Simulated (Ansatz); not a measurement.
**Structural relaxation of (10,0) carbon nanotube bundle (120 atoms)**

Aim: bring (10,0) carbon nanotube bundle (120 atoms) to a nearby minimum of the energy and see what moves.

Method: Kohn-Sham DFT, PBEsol, PAW (set soft_2), plane waves, in Ansatz 0.2.0.

## 1. The structure

The cell holds 120 atoms: 120 C. Its edges and angles: a = 11.130 Å, b = 11.130 Å, c = 12.783 Å, α = 90.0°, β = 90.0°, γ = 120.0°. It derives from C (graphene). Graphene sheet (a = 2.46 Å) rolled into a (10,0) tube of diameter 7.83 Å, 3 periods, hexagonal bundle with 3.3 Å between walls; then minimised and run for 3 ps at 300 K (NVT) with a classical potential, last frame taken.

## 2. Single point at the start

A single point comes first, to see the forces before anything moves.

input.yaml

```yaml
crystal:
  lattice:
    - [11.13042, 0.0, 0.0]
    - [-5.56521, 9.63923, 0.0]
    - [0.0, 0.0, 12.78253]
  atoms:
    - { symbol: C, position: [0.38314, 0.04909, 0.11356] }
    - { symbol: C, position: [0.40771, 0.16868, 0.05638] }
    - { symbol: C, position: [0.38455, 0.26413, 0.10965] }
    - { symbol: C, position: [0.34312, 0.3518, 0.05445] }
    - { symbol: C, position: [0.39795, 0.16937, 0.27769] }
    - { symbol: C, position: [0.38443, 0.27123, 0.21946] }
    - { symbol: C, position: [0.26836, 0.40755, 0.11298] }
    - { symbol: C, position: [0.15312, 0.405, 0.05423] }
    - { symbol: C, position: [0.35156, 0.35481, 0.27823] }
    - { symbol: C, position: [0.27248, 0.40879, 0.22537] }
    - { symbol: C, position: [0.03325, 0.36654, 0.11472] }
    - { symbol: C, position: [0.9052, 0.2904, 0.05611] }
    - { symbol: C, position: [0.16119, 0.40849, 0.27992] }
    - { symbol: C, position: [0.03507, 0.37286, 0.22592] }
    - { symbol: C, position: [0.79213, 0.19254, 0.11064] }
    - { symbol: C, position: [0.69525, 0.07464, 0.05632] }
    - { symbol: C, position: [0.91095, 0.29396, 0.28184] }
    - { symbol: C, position: [0.79498, 0.1956, 0.22193] }
    - { symbol: C, position: [0.62955, 0.95282, 0.11022] }
    - { symbol: C, position: [0.59582, 0.82473, 0.0545] }
    - { symbol: C, position: [0.69154, 0.07683, 0.27729] }
    - { symbol: C, position: [0.63167, 0.9501, 0.22165] }
    - { symbol: C, position: [0.59638, 0.71521, 0.11068] }
    - { symbol: C, position: [0.65299, 0.64424, 0.05897] }
    - { symbol: C, position: [0.59377, 0.82865, 0.27529] }
    - { symbol: C, position: [0.60701, 0.72437, 0.22167] }
    - { symbol: C, position: [0.74013, 0.60252, 0.11173] }
    - { symbol: C, position: [0.84549, 0.60195, 0.05661] }
    - { symbol: C, position: [0.66612, 0.65616, 0.27978] }
    - { symbol: C, position: [0.73853, 0.60127, 0.22186] }
    - { symbol: C, position: [0.96268, 0.62557, 0.11228] }
    - { symbol: C, position: [0.09039, 0.7005, 0.05813] }
    - { symbol: C, position: [0.84335, 0.59246, 0.27574] }
    - { symbol: C, position: [0.96869, 0.62893, 0.22316] }
    - { symbol: C, position: [0.21013, 0.79705, 0.11012] }
    - { symbol: C, position: [0.31835, 0.92212, 0.05339] }
    - { symbol: C, position: [0.09492, 0.69725, 0.2757] }
    - { symbol: C, position: [0.2151, 0.79597, 0.21961] }
    - { symbol: C, position: [0.29969, 0.91806, 0.27946] }
    - { symbol: C, position: [0.37036, 0.04534, 0.22626] }
    - { symbol: C, position: [0.35495, 0.04813, 0.44616] }
    - { symbol: C, position: [0.3927, 0.16599, 0.3892] }
    - { symbol: C, position: [0.3908, 0.2792, 0.4435] }
    - { symbol: C, position: [0.34547, 0.35666, 0.38933] }
    - { symbol: C, position: [0.40028, 0.17157, 0.61071] }
    - { symbol: C, position: [0.39421, 0.28065, 0.55612] }
    - { symbol: C, position: [0.26588, 0.40131, 0.44479] }
    - { symbol: C, position: [0.16038, 0.41538, 0.38865] }
    - { symbol: C, position: [0.34998, 0.36403, 0.60776] }
    - { symbol: C, position: [0.26983, 0.41237, 0.55472] }
    - { symbol: C, position: [0.03454, 0.37403, 0.44639] }
    - { symbol: C, position: [0.90459, 0.30209, 0.39092] }
    - { symbol: C, position: [0.16007, 0.41056, 0.61345] }
    - { symbol: C, position: [0.03556, 0.37626, 0.55802] }
    - { symbol: C, position: [0.79003, 0.19997, 0.44628] }
    - { symbol: C, position: [0.69267, 0.08359, 0.38788] }
    - { symbol: C, position: [0.908, 0.29809, 0.61042] }
    - { symbol: C, position: [0.79273, 0.19795, 0.55719] }
    - { symbol: C, position: [0.63959, 0.95496, 0.44086] }
    - { symbol: C, position: [0.59715, 0.83137, 0.38918] }
    - { symbol: C, position: [0.6917, 0.07797, 0.60985] }
    - { symbol: C, position: [0.62728, 0.94855, 0.55249] }
    - { symbol: C, position: [0.60984, 0.72419, 0.4478] }
    - { symbol: C, position: [0.65101, 0.64315, 0.39087] }
    - { symbol: C, position: [0.61505, 0.83725, 0.6116] }
    - { symbol: C, position: [0.61183, 0.72293, 0.55702] }
    - { symbol: C, position: [0.73817, 0.59756, 0.44271] }
    - { symbol: C, position: [0.84625, 0.59803, 0.38666] }
    - { symbol: C, position: [0.6604, 0.64439, 0.61111] }
    - { symbol: C, position: [0.7362, 0.59713, 0.55806] }
    - { symbol: C, position: [0.96419, 0.61988, 0.44085] }
    - { symbol: C, position: [0.09321, 0.70334, 0.3884] }
    - { symbol: C, position: [0.84326, 0.58782, 0.61066] }
    - { symbol: C, position: [0.96374, 0.62446, 0.55299] }
    - { symbol: C, position: [0.20432, 0.80373, 0.44385] }
    - { symbol: C, position: [0.30013, 0.92395, 0.39132] }
    - { symbol: C, position: [0.08788, 0.69184, 0.6115] }
    - { symbol: C, position: [0.19881, 0.80607, 0.55733] }
    [... 36 atom lines left out ...]
    - { symbol: C, position: [0.21313, 0.79867, 0.77732] }
    - { symbol: C, position: [0.2971, 0.92251, 0.72296] }
    - { symbol: C, position: [0.09306, 0.71245, 0.94559] }
    - { symbol: C, position: [0.21524, 0.7967, 0.89125] }
    - { symbol: C, position: [0.31914, 0.9202, 0.94283] }
    - { symbol: C, position: [0.38299, 0.0507, 0.88597] }
kpoints:
  mp_grid: { grid: [2, 2, 1] }
hamiltonian:
  xc: pbesol
scf:
  occupations: { method: gaussian, width: 0.025 }
output:
  forces: true
  stress: true
  populations: true
  dos:
    method: { smearing: { sigma: 0.08 } }
    de: 0.1
    projected: { site_lists: { C: [C] } }
  eigenvalues: true
```

On the command line:

```sh
$ ansatz run input.yaml --threads 4 --pin off --max-ram 8192MiB --backend cpu --events-out ev --progress --plain --runs-dir out
```

Numbers of over 12 decimals in the logs are rounded to 6 here.

Output:

```text
Engine: ansatz 0.2.0, aarch64-unknown-linux-gnu
Pseudopotentials: kind: paw
Pseudopotential: C, paw, valence charge 4, recommended cutoff 420 eV (normal), C.paw.azcp
Functional definition: PBEsol
  exchange = pbesol_x
  correlation = pbesol_c
Crystal: 120 atoms, lattice volume = 1371.421 Å³
Basis set: ecut = 420 eV, 26869 PW (Γ), exchange–correlation on 150×150×180 points (8 copies of the dense FFT grid, shifted against one another)
Bands: 360, of which v1, the nominal top of the filled ones, is band 240 counted from 1 (239 counted from 0)
Symmetry: 1 space group operations
Space group: P1 (ITA 1), of the structure as read, at distance tolerance 1.1e-4 Å
k-points: 4
Non-local potential: C, projectors of the file, l = 0: 2, l = 1: 2, l = 2: 1
PAW form: soft (Blöchl's): semilocal exchange-correlation on the pseudo side does not see the compensation charge
PAW frozen core: C, regenerated for the run's functional, and the local potential with it (the file was generated under x = pbe(κ = 0.804, μ = 0.219515), c = pbe(β = 0.066725))
PAW one-centre angular grid: C, 110 points (default); XC on 64 Gauss nodes
Initial density: superposition of atomic densities (neutral atoms: chi_scale 0, normalization atom), corrected by the library's trained network
Initial wavefunctions: pseudopotential atomic-orbital guess
Functional: x = pbesol(κ = 0.804, μ = 0.123457), c = pbesol(β = 0.046)
SCF iter   1: F=—  HF=-29580.425914 eV  |F-HF|=—  |Δ(HF+E_count)|=         —  Δρ=4.86e-3  dr2=3.16e-1  ethr=1.77e-3  ⟨swp⟩=6.2  Hψ=6404  notcnv=0  defer=396
preconditioner: auto → Resta (q_TF=auto, 2.290 Å⁻¹)  ε∞=3.1  [insulator: Δε(μ)=0.250 eV  Ē_g=15.015 eV  σ=0.025 eV  W_gap=1.00  n_scr=278 (ndim 8)  ℏωp=22.0 eV  f_vac=0.241  D(μ)=0.00/eV (n_scr^D=0)  ε∞_Penn≈3.1  vacuum switching on, ρ_ref=1.6e-2 e/Å³]
SCF iter   2: F=—  HF=-29580.474014 eV  |F-HF|=—  |Δ(HF+E_count)|=   4.81e-2  Δρ=2.22e-3  dr2=4.52e-2  ethr=6.59e-5  ⟨swp⟩=2.0  Hψ=2422  notcnv=0  defer=444
SCF iter   3: F=—  HF=-29580.511987 eV  |F-HF|=—  |Δ(HF+E_count)|=   3.80e-2  Δρ=7.81e-4  dr2=1.50e-2  ethr=9.42e-6  ⟨swp⟩=2.8  Hψ=1970  notcnv=0  defer=444
SCF iter   4: F=—  HF=-29580.518625 eV  |F-HF|=—  |Δ(HF+E_count)|=   6.64e-3  Δρ=2.97e-4  dr2=2.17e-3  ethr=3.13e-6  ⟨swp⟩=2.0  Hψ=1489  notcnv=0  defer=444
SCF iter   5: F=—  HF=-29580.520209 eV  |F-HF|=—  |Δ(HF+E_count)|=   1.58e-3  Δρ=9.36e-5  dr2=1.94e-4  ethr=4.52e-7  ⟨swp⟩=2.0  Hψ=1584  notcnv=0  defer=444
SCF iter   6: F=—  HF=-29580.520372 eV  |F-HF|=—  |Δ(HF+E_count)|=   1.63e-4  Δρ=3.82e-5  dr2=3.50e-5  ethr=4.04e-8  ⟨swp⟩=2.0  Hψ=1772  notcnv=0  defer=444
SCF iter   7: F=—  HF=-29580.521090 eV  |F-HF|=—  |Δ(HF+E_count)|=   7.17e-4  Δρ=1.79e-5  dr2=1.42e-5  ethr=7.29e-9  ⟨swp⟩=2.0  Hψ=1999  notcnv=0  defer=444
SCF iter   8: F=—  HF=-29580.521089 eV  |F-HF|=—  |Δ(HF+E_count)|=   6.64e-7  Δρ=5.33e-6  dr2=8.04e-7  ethr=2.96e-9  ⟨swp⟩=2.0  Hψ=1546  notcnv=0  defer=444
SCF iter   9: F=—  HF=-29580.521089 eV  |F-HF|=—  |Δ(HF+E_count)|=   4.95e-8  Δρ=2.53e-6  dr2=1.37e-7  ethr=1.67e-10  ⟨swp⟩=2.0  Hψ=1711  notcnv=0  defer=444
SCF iter  10: F=-29580.521089 eV  HF=-29580.521089 eV  |F-HF|=1.67e-9  |Δ(HF+E_count)|=   1.32e-8  Δρ=9.10e-7  dr2=1.47e-8  ethr=2.08e-11  ⟨swp⟩=21.8  Hψ=11073  notcnv=0
SCF 1 converged in 10 iterations: F = -29580.521089 eV  dr2 = 1.47e-8
  greatest PAW one-centre occupation: 0.685 electrons in one spin orbital (limit 2), on the C atom at site 40 (counted from 0), in its partial waves of l = 0
SCF converged after 10 iterations
Free energy (F): -29580.521089 eV
Harris-Foulkes:  -29580.521089 eV  (|F-HF|=1.67e-9)
Internal energy: -29580.521089 eV  (E = F + TS)
E sigma→0 (E₀):  -29580.521089 eV
Fermi energy:    4.502232 eV
--- Per-component energies (eV) ---
  E_band       = -2271.199442
  E_kinetic    = 10916.556513
  E_local      = -32121.587677  (includes V_loc(G=0)·N_el)
  E_nonlocal   = 3295.012948
  E_hartree    = 11785.241064
  E_xc         = -5710.945692
  E_vxc        = -7097.249107  (∫ρ·V_xc dr)
  E_paw        = -11457.954923  (= ΣΔE_a)
  E_vpaw       = -834.409088  (= ΣTr[D̂ρ^β])
  E_aug_tail   = 0.001022  (compensation charges beyond the density's cutoff)
  E_ewald      = -6289.376405
  E_core_change = 2.532061  (= ΣΔE_core)
  E_smearing   = -0.000000  (= −TS)
  E_closure    = 0.000000  (closes the sum)
  Σ components = -29580.521089   (vs F -29580.521089, Δ=0.00e0)
--- Forces (eV/Å), atoms counted from 1 ---
  atom   1  C     -0.38646061    -1.26180720    -0.70618068
  atom   2  C     -0.77674435    -0.32377600    -0.65206494
  atom   3  C     -1.29913263     2.52560666    -0.48341582
  atom   4  C     -0.40991031    -0.11980742     1.52792850
  atom   5  C     -0.00876626    -0.87024671     0.39075114
  atom   6  C      1.90522328    -0.90611067     1.24922455
  atom   7  C      0.25663854    -1.02767137    -1.01150777
  atom   8  C      1.91976521     0.29807983     2.40341218
  atom   9  C     -3.14246688     1.58309550    -0.57942262
  atom  10  C      0.27075902    -0.69352047    -1.08561049
  atom  11  C     -0.96487847    -0.21738966    -1.32189790
  atom  12  C      1.26448744     2.24937775    -0.39784893
  atom  13  C     -0.63001570     0.67398324    -0.82273832
  atom  14  C      1.32800682    -0.35641926    -0.49015682
[...]
atom 119  C     -0.33003527     0.43747045    -0.23329346
  atom 120  C     -0.18246027    -0.12253103     0.84156837
  max |Σ_I F_I| component: 1.66e-5 eV/Å
--- Stress (GPa, compression-positive) ---
        1.413123       0.783984      -0.219339
        0.783983       2.179853      -0.424208
       -0.219339      -0.424208       2.586268
  P = ⅓ Tr σ = 2.0597 GPa (20.597 kbar)
--- Band table (eV) ---
  k-point 0: bands = ["-15.3654", "-15.1306", "-15.0690", "-14.7451", [... 344 levels ...], "12.8891", "12.8986", "12.9094", "12.9473", "12.9645", "12.9806", "13.0270", "13.0874", "13.0997", "13.1788", "13.3844", "13.4671"]
[...]
--- Löwdin populations: 120 sites ---
  site symbol       q [e]
     0      C      3.9641
     1      C      3.9673
     2      C      3.9575
[...]
119      C      3.9603
  spilling = 0.009489 (of n_electrons = 480.000000)
```

The job ended after 94 s (4 threads of Arm Neoverse V2, shared host; peak memory 5.2 GiB).

The program notes that it cut back its work space to fit the memory limit.

Read from the output:

```yaml
free_energy: -29580.5211 eV
free_energy_per_atom: -246.5043 eV/atom
scf_cycles: 10
pressure: 2.06 GPa
r_m_s_force_component: 1.086 eV/Å
longest_force: 3.566 eV/Å
fermi_energy: 4.502 eV
spacing_of_highest_filled_and_lowest_empty_level: 0.2718 eV
spilling_of_the_projection: 0.009489
```

The r.m.s. force component of 1.1 eV/Å and the pressure of 2.1 GPa set the starting point.

Length of the force by element:

| element | coordination | atoms | mean length of the force (eV/Å) | spread | least | most |
| --- | --- | --- | --- | --- | --- | --- |
| C | all | 120 | 1.74 | 0.721 | 0.109 | 3.57 |

## 3. Relaxation

With the cell held, the atoms are moved downhill towards a nearby minimum.

input.yaml, the sections that differ from step 2:

```yaml
output:
  forces: true
relax:
  f_tol: 0.05
  max_steps: 113
# crystal, kpoints, hamiltonian, scf: as in step 2
```

Output:

```text
[...]
Crystal: 120 atoms, lattice volume = 1371.421 Å³
Basis set: ecut = 420 eV, 26869 PW (Γ), exchange–correlation on 150×150×180 points (8 copies of the dense FFT grid, shifted against one another)
Bands: 360, of which v1, the nominal top of the filled ones, is band 240 counted from 1 (239 counted from 0)
Symmetry: 1 space group operations
[...]
k-points: 4
[...]
SCF iter   1: F=—  HF=-29580.425913 eV  |F-HF|=—  |Δ(HF+E_count)|=         —  Δρ=4.86e-3  dr2=3.16e-1  ethr=1.77e-3  ⟨swp⟩=6.2  Hψ=6404  notcnv=0  defer=396
[...]
SCF iter   7: F=-29580.521079 eV  HF=-29580.521090 eV  |F-HF|=1.04e-5  |Δ(HF+E_count)|=   1.34e-5  Δρ=1.78e-5  dr2=1.42e-5  ethr=7.28e-9  ⟨swp⟩=3.0  Hψ=3199  notcnv=0
SCF 1 converged in 7 iterations: F = -29580.521079 eV  dr2 = 1.42e-5
[...]
relax step   1: F+E_penalty+E_count = -29580.52107911 eV  Δ(F+E_penalty+E_count) = +0.000e0 eV  max|allowed force component| = 3.143e0 eV/Å  Δτ_max = 0.0000 Å  (7 SCF iters, dr2 threshold 6.25e-5 eV, accepted)
[...]
relax step   2: F+E_penalty+E_count = -29584.80610376 eV  Δ(F+E_penalty+E_count) = -4.285e0 eV  max|allowed force component| = 1.532e0 eV/Å  Δτ_max = 0.1924 Å  (7 SCF iters, dr2 threshold 1.00e-4 eV, accepted)
[...]
relax step   3: F+E_penalty+E_count = -29585.47079366 eV  Δ(F+E_penalty+E_count) = -6.647e-1 eV  max|allowed force component| = 9.265e-2 eV/Å  Δτ_max = 0.0661 Å  (6 SCF iters, dr2 threshold 1.00e-4 eV, accepted)
[...]
relax step   4: F+E_penalty+E_count = -29585.47719787 eV  Δ(F+E_penalty+E_count) = -6.404e-3 eV  max|allowed force component| = 1.369e-2 eV/Å  Δτ_max = 0.0136 Å  (8 SCF iters, accepted)
SCF converged after 8 iterations
Free energy (F): -29585.477198 eV
[...]
Internal energy: -29585.477198 eV  (E = F + TS)
E sigma→0 (E₀):  -29585.477198 eV
Fermi energy:    4.536056 eV
[...]
--- Forces (eV/Å), atoms counted from 1 ---
  atom   1  C     -0.00198494     0.00592953    -0.00125555
  atom   2  C     -0.00434813     0.00166052    -0.00147319
  atom   3  C      0.00235688    -0.00124245     0.00086992
  atom   4  C      0.00187324     0.00388208     0.00775270
  atom   5  C      0.00023606     0.00050165    -0.00661762
  atom   6  C      0.00622518    -0.00542692     0.00052404
  atom   7  C     -0.00157847    -0.00349321    -0.00865164
  atom   8  C      0.00576871     0.00022423     0.00722937
  atom   9  C     -0.00550663     0.00277138    -0.00017194
  atom  10  C      0.00002673    -0.00194298     0.00731698
  atom  11  C     -0.00323494     0.00171637    -0.00340013
  atom  12  C     -0.00187832     0.00030563     0.00197337
  atom  13  C     -0.00166166    -0.00331359    -0.00273320
  atom  14  C     -0.00209217     0.00369220     0.00254829
[...]
atom 119  C     -0.00316665    -0.00535700    -0.00415773
  atom 120  C     -0.00244350    -0.00435252     0.00556339
  max |Σ_I F_I| component: 4.29e-5 eV/Å
--- Relaxed structure (4 steps of the walk, 4 accepted, 0 SCFs on fresh bases) ---
  F+E_penalty+E_count = -29585.47719787 eV   max|allowed force component| = 1.369e-2 eV/Å
  atoms:
    - { symbol: C, position: [0.377014, 0.049925, 0.110983] }
    - { symbol: C, position: [0.406670, 0.172278, 0.055712] }
    - { symbol: C, position: [0.396069, 0.277173, 0.110954] }
    - { symbol: C, position: [0.346981, 0.354635, 0.055675] }
[...]
- { symbol: C, position: [0.377097, 0.049980, 0.889012] }
```

The job ended after 2.3 min (4 threads; peak memory 5.1 GiB).

The steps of the relaxation:

| step | energy less that of the first step (eV) | largest force component (eV/Å) |
| --- | --- | --- |
| 1 | 0.0000 | 3.1428 |
| 2 | -4.2850 | 1.5317 |
| 3 | -4.9497 | 0.0927 |
| 4 | -4.9561 | 0.0137 |

The atoms that moved most (Å):

| atom | dx | dy | dz | length |
| --- | --- | --- | --- | --- |
| C80 | 0.242 | 0.043 | -0.013 | 0.246 |
| C41 | 0.233 | 0.017 | -0.024 | 0.235 |
| C65 | -0.187 | -0.092 | -0.008 | 0.209 |
| C78 | 0.177 | -0.039 | -0.021 | 0.182 |
| C114 | 0.072 | -0.163 | 0.021 | 0.179 |
| C79 | 0.166 | -0.024 | -0.045 | 0.174 |
| C59 | -0.156 | -0.047 | 0.044 | 0.169 |
| C116 | 0.148 | -0.003 | -0.008 | 0.149 |

The relaxation changed the energy by -41.3 meV/atom, and atoms moved by 0.089 Å r.m.s., 0.25 Å at most.

## 4. Distances and neighbours after relaxation

Bonds before and after, by the cutoffs listed below:

| pair | bonds before | bonds after | mean before (Å) | mean after (Å) | spread before (Å) | spread after (Å) |
| --- | --- | --- | --- | --- | --- | --- |
| C-C | 180 | 180 | 1.421 | 1.421 | 0.024 | 0.002 |

Density 1.75 g/cm³, 11.43 Å³ an atom.

Pair distribution function in bins of 0.2 Å:

| r (Å) | total |
| --- | --- |
| 1.40 | 6.70 |
| 1.60 | 0.00 |
| 1.80 | 0.00 |
| 2.00 | 0.00 |
| 2.20 | 0.00 |
| 2.40 | 4.51 |
| 2.60 | 0.00 |
| 2.80 | 1.71 |
| 3.00 | 0.00 |
| 3.20 | 0.00 |
| 3.40 | 0.27 |
| 3.60 | 0.86 |
| 3.80 | 1.61 |
| 4.00 | 0.49 |
| 4.20 | 1.99 |
| 4.40 | 0.31 |
| 4.60 | 0.96 |
| 4.80 | 0.91 |
| 5.00 | 1.70 |
| 5.20 | 0.64 |
| 5.40 | 0.81 |
| 5.60 | 1.01 |
| 5.80 | 0.58 |
| 6.00 | 1.12 |
| 6.20 | 1.38 |
| 6.40 | 0.85 |
| 6.60 | 1.45 |
| 6.80 | 0.60 |

Bonds by pair of elements; cutoffs follow the first minimum of g(r), held within bounds set by covalent radii, and pairs that aren't listed don't count as bonded:

| pair A-B | cutoff (Å) | bonds | mean length (Å) | spread (Å) | shortest (Å) | B about A | A about B |
| --- | --- | --- | --- | --- | --- | --- | --- |
| C-C | 1.82 | 180 | 1.42 | 0.002 | 1.42 | 3 | 3 |

How many atoms have how many bonded neighbours:

| element | mean | 3 |
| --- | --- | --- |
| C | 3 | 120 |

Bond angles (no mean is given where the spread exceeds 20°):

| angle | count | mean (°) | spread (°) |
| --- | --- | --- | --- |
| C-C-C | 360 | 119 | 0.9 |

Rings of the network by King's shortest-path rule, up to 12 atoms, one path for each pair of neighbours; H, halogens, alkali and alkaline-earth atoms are left out, and the last column divides by all other atoms, bonded or not:

| ring size (atoms) | rings | per network atom |
| --- | --- | --- |
| 6 | 60 | 0.5 |

By these cutoffs all C atoms have 3 bonded neighbours. The C-C-C angle averages 119° with a spread of 0.9°. All rings counted have 6 atoms.

[end of part 1 of 2]

[Logs are printed without paths, hosts, clocks, repeated set-up lines and the standing remarks that a program may print on its own settings, such as how far it seeks lower states.]

[Hosts, paths, dates, database ids (printed as entryN), source tags and the programs' standing remarks are cut or masked in the printed files.]
